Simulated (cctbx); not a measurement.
# Which space group?

Cell: a = 4.2790 Å, b = 16.0150 Å, c = 8.4820 Å, α = 90.00°, β = 90.00°, γ = 90.00°. Expected content of the cell: Lu8 Mo4 Zn20.

Simulated single-crystal data (cctbx): Mo Kα, λ = 0.71073 Å, to d = 0.65 Å, 95 % of the full sphere, strongest reflection 70000 counts, noise from counting, a 3 % proportional error and a noise floor of 8 counts (s.d.); no absorption, some extinction.

Tests on the unmerged data give:

```text
8454 reflections to d = 0.650 A
centring   violations  <I/sigma> of those
    A       1861 of  4242      9.0
    B       1862 of  4224      9.1
    C          1 of  4220      0.0
    I       1818 of  4236      8.2
    R       2494 of  5643      9.1
    F       1862 of  6343      6.0
Laue class    unique    Rint  (classes that these axes allow; Friedel mates merged)
C 1 2/m 1        1154   0.027
C 2/m 1 1        1237   0.026
C m m m           675   0.028
space group    extra absences  I>4sigma  <I/sigma>
C 2 2 21               14          0       0.2  acentric
C 2 2 2                 0          0         -  acentric
C m m 2                 0          0         -  acentric
C m c 21               67          0       0.1  acentric
C 2 m m                 0          0         -  acentric
C m 2 m                 0          0         -  acentric
C 2 c m                67          0       0.1  acentric
C m c m                67          0       0.1  centric
C m m m                 0          0         -  centric
Wilson B = 0.53 A^2   <|E^2-1|> = 0.880 (0.968 centric, 0.736 acentric)   E^2>4: 3.0 %
shell (A)         n   <I/sigma>
 8.48 - 1.30    101     46.4
 1.30 - 1.03     86     44.6
 1.03 - 0.90     83     45.7
 0.90 - 0.82     85     42.1
 0.82 - 0.76     79     37.8
 0.76 - 0.72     78     40.7
 0.72 - 0.68     87     34.5
 0.68 - 0.65     76     35.9
```

**Question.** What are the lattice type, the Laue class and the likely space group?

The reflections that C centring forbids are absent (⟨I/σ⟩ near 0), so the lattice is C.

Rint stays low (0.026 to 0.028) up to C m m m, the highest class in these axes.

9 settings pass the absence test. The most absences obeyed, 67, belong to C m c 21, C 2 c m and C m c m, which absences can't tell apart.

⟨|E²−1|⟩ = 0.880 lies between the two ideal values. The Wilson B of 0.53 Å² means U ≈ 0.0067 Å².

The true group is Cmcm (no. 63), Laue class mmm, centrosymmetric. The tables only narrow the choice to the tied entries; cell content, site symmetry and trial solutions must settle it.

The model was made for the exercise: a known structure type with other elements put in, its volume estimated, not relaxed; displacement parameters are assumed.

[Logs are printed without paths, hosts, clocks, repeated set-up lines and the standing remarks that a program may print on its own settings, such as how far it seeks lower states.]
